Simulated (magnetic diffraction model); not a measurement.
## Moment size from magnetic intensity in Ba₂MnP₂

Space group Ibam (no. 72), a = 6.6470 Å, b = 13.0400 Å, c = 6.3590 Å.

```
site  atom       x       y    z
  8j    Ba  0.3099  0.8566    0
  4a    Mn       0       0  3/4
  8j     P  0.2936  0.6063    0
```

This is a made-up structure (elements placed in a structure type, unrelaxed), so the numbers test the method and describe no known phase.

Only Mn is taken to order (form factors of Mn2+); orders and moment sizes are assumed, and not adapted to the symmetry. Radiation: neutrons of λ = 2.52 Å, 5° to 70°; isotropic B of 0.42 Å² (Ba), 0.57 Å² (Mn) and 0.7 Å² (P). Simulated constant-wavelength pattern: nuclear and magnetic terms add, the magnetic one as |2.695 fm × Σ f S⊥ exp(2πi Q·r) exp(−B s²)|², summed over all Q at one angle with the factor 1/(sin²θ cos θ). For collinear order S is the moment m, which repeats by lattice and centring translations R with the sign exp(−2πi k·R). Free-ion form factors, Sears's scattering lengths of 1992, no absorption; a label names one of the reflections at its angle. The strongest nuclear line in the range is 100, and lines under 0.2 are left out.

In a first state the assumed order is k = (1/2 0 1/2), collinear moments along [010], 1.08 μB on Mn; signs + at (0, 0, 3/4), − at (0, 0, 1/4), with this pattern:

| 2θ (°) | index | nuclear | magnetic |
| --- | --- | --- | --- |
| 15.76 | (1/2 0 1/2) | 0.0 | 5.4 |
| 19.31 | (1/2 1 -1/2) | 0.0 | 4.7 |
| 22.29 | (0 2 0) | 9.3 | 0.0 |
| 24.57 | (1 1 0) | 17.1 | 0.0 |
| 27.41 | (1/2 2 1/2) | 0.0 | 1.1 |
| 35.05 | (3/2 0 -1/2) | 0.0 | 0.9 |
| 36.35 | (1/2 0 -3/2) | 0.0 | 0.8 |
| 36.87 | (3/2 1 1/2) | 0.0 | 1.4 |
| 37.41 | (1/2 3 -1/2) | 0.0 | 0.3 |
| 38.12 | (1/2 1 3/2) | 0.0 | 1.3 |
| 40.53 | (1 3 0) | 1.0 | 0.0 |
| 41.93 | (3/2 2 -1/2) | 0.0 | 0.8 |
| 43.06 | (1/2 2 -3/2) | 0.0 | 0.8 |
| 44.56 | (2 0 0) | 73.8 | 0.0 |
| 45.47 | (0 4 0) | 86.7 | 0.0 |
| 46.69 | (0 0 2) | 100.0 | 0.0 |
(The table stops after 16 lines; 25 more lie at higher angle.)

**Question.** Nearer the ordering temperature the line at 15.76° has total intensity 1.4 on the same scale, and all moments have shrunk alike. How large is the Mn moment?

The nuclear part, 0.0, stays, so the magnetic part is 1.4 against 5.4. It goes as m², so m = 1.08 × √(1.4/5.4) = 0.55 μB; the value used was 0.54 μB.

[Logs are printed without paths, hosts, clocks, repeated set-up lines and the standing remarks that a program may print on its own settings, such as how far it seeks lower states.]
